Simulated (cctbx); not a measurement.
# Accept or mend?

Cell a = 8.7230 Å, b = 8.7230 Å, c = 9.2640 Å, α = 90.00°, β = 90.00°, γ = 90.00°; space group I-42d (no. 122). The compound is Ce2CuTe4.

Simulated single-crystal data (cctbx): Ag Kα, λ = 0.56087 Å, to d = 0.65 Å, 50 % of the full sphere, strongest reflection 70000 counts, noise from counting, a 1.5 % proportional error and a noise floor of 2 counts (s.d.); no absorption.

An anisotropic refinement with weights 1/σ² prints:

```text
Rint 0.014, 672 unique reflections to 0.65 A
cycle     R1     wR2    GooF  max shift (A)
   1  0.1664  0.4436  33.487   0.00588
   3  0.0684  0.2149  16.219   0.00000
final R1 0.0684 wR2 0.2149 GooF 16.219  parameters 16  data/parameter 42.0
atom        x        y        z      Ueq    occ   su(xyz)  su(Uiso or U11)
Os1    0.36453  0.25000  0.62500   0.0104  1.000  0.00020  0.0007
Te1    0.18805  0.92348  0.18886   0.0016  1.000  0.00019  0.0006  NPD
Cu1    0.50000  0.00000  0.25000  -0.0007  1.000  0.00000  0.0013  NPD
difference map: max 16.31 min -4.06 rms 1.75
Q1    0.0780  0.1941  0.8247   16   16.98  0.14 A from Te1
Q2    0.0000  0.0000  0.5000    4    9.91  0.00 A from Cu1
Q3    0.1461  0.2500  0.1250    8    9.20  0.09 A from Os1
Q4    0.0365  0.2251  0.5242   16    3.23  1.15 A from Te1
Q5    0.0791  0.1885  0.4029   16    3.05  1.13 A from Te1
Q6    0.0385  0.7413  0.4846   16    2.58  1.18 A from Te1
```

**Question.** Can this result stand? If not, what is the likely fault?

Mend it. The fault: wrong element: Os1 is Ce. Against the right model at the same level, R1 goes from 0.0054 to 0.0684 and GooF from 0.95 to 16.22, U of Cu1 shrinks from 0.0079 to -0.0007 Å², U of Te1 shrinks from 0.0093 to 0.0016 Å², U of Os1 swells from 0.0054 to 0.0104 Å², the top difference peak, 17.0 e/Å³, lies on Te1 and Te1 and Cu1 go non-positive-definite. Os1 has 18 electrons too many and its U swells to shed them, as expected.

The compound is Ce2CuTe4. The right model at the same level gives:

```text
Rint 0.014, 672 unique reflections to 0.65 A
cycle     R1     wR2    GooF  max shift (A)
   1  0.0246  0.0710   5.361   0.00097
   2  0.0054  0.0126   0.951   0.00000
final R1 0.0054 wR2 0.0126 GooF 0.951  parameters 16  data/parameter 42.0
atom        x        y        z      Ueq    occ   su(xyz)  su(Uiso or U11)
Ce1    0.36389  0.25000  0.62500   0.0054  1.000  0.00001  0.0000
Te1    0.18841  0.92339  0.18839   0.0093  1.000  0.00001  0.0000
Cu1    0.50000  0.00000  0.25000   0.0079  1.000  0.00000  0.0001
Flack x: 0.030(18)
Hooft y: 0.018(19)  Bijvoet pairs: 278
difference map: max 0.27 min -0.24 rms 0.07
Q1    0.1542  0.7500  0.1250    8    0.29  1.65 A from Te1
Q2    0.0880  0.7500  0.6250    8    0.28  2.31 A from Te1
Q3    0.0284  0.5860  0.6905   16    0.27  0.96 A from Cu1
Q4    0.0640  0.2500  0.6250    8    0.26  1.81 A from Te1
Q5    0.0586  0.5795  0.8159   16    0.26  1.06 A from Cu1
Q6    0.0675  0.6179  0.4109   16    0.25  1.42 A from Te1
```

Isotropic U is held between 0.0001 and 1 Å² by the program, and listed peak heights are interpolated, so they can pass the grid's maximum.

This is a model crystal, built by substitution and not relaxed, with assumed displacement parameters.

[Middle refinement cycles are left out of these outputs.]

[Logs are printed without paths, hosts, clocks, repeated set-up lines and the standing remarks that a program may print on its own settings, such as how far it seeks lower states.]
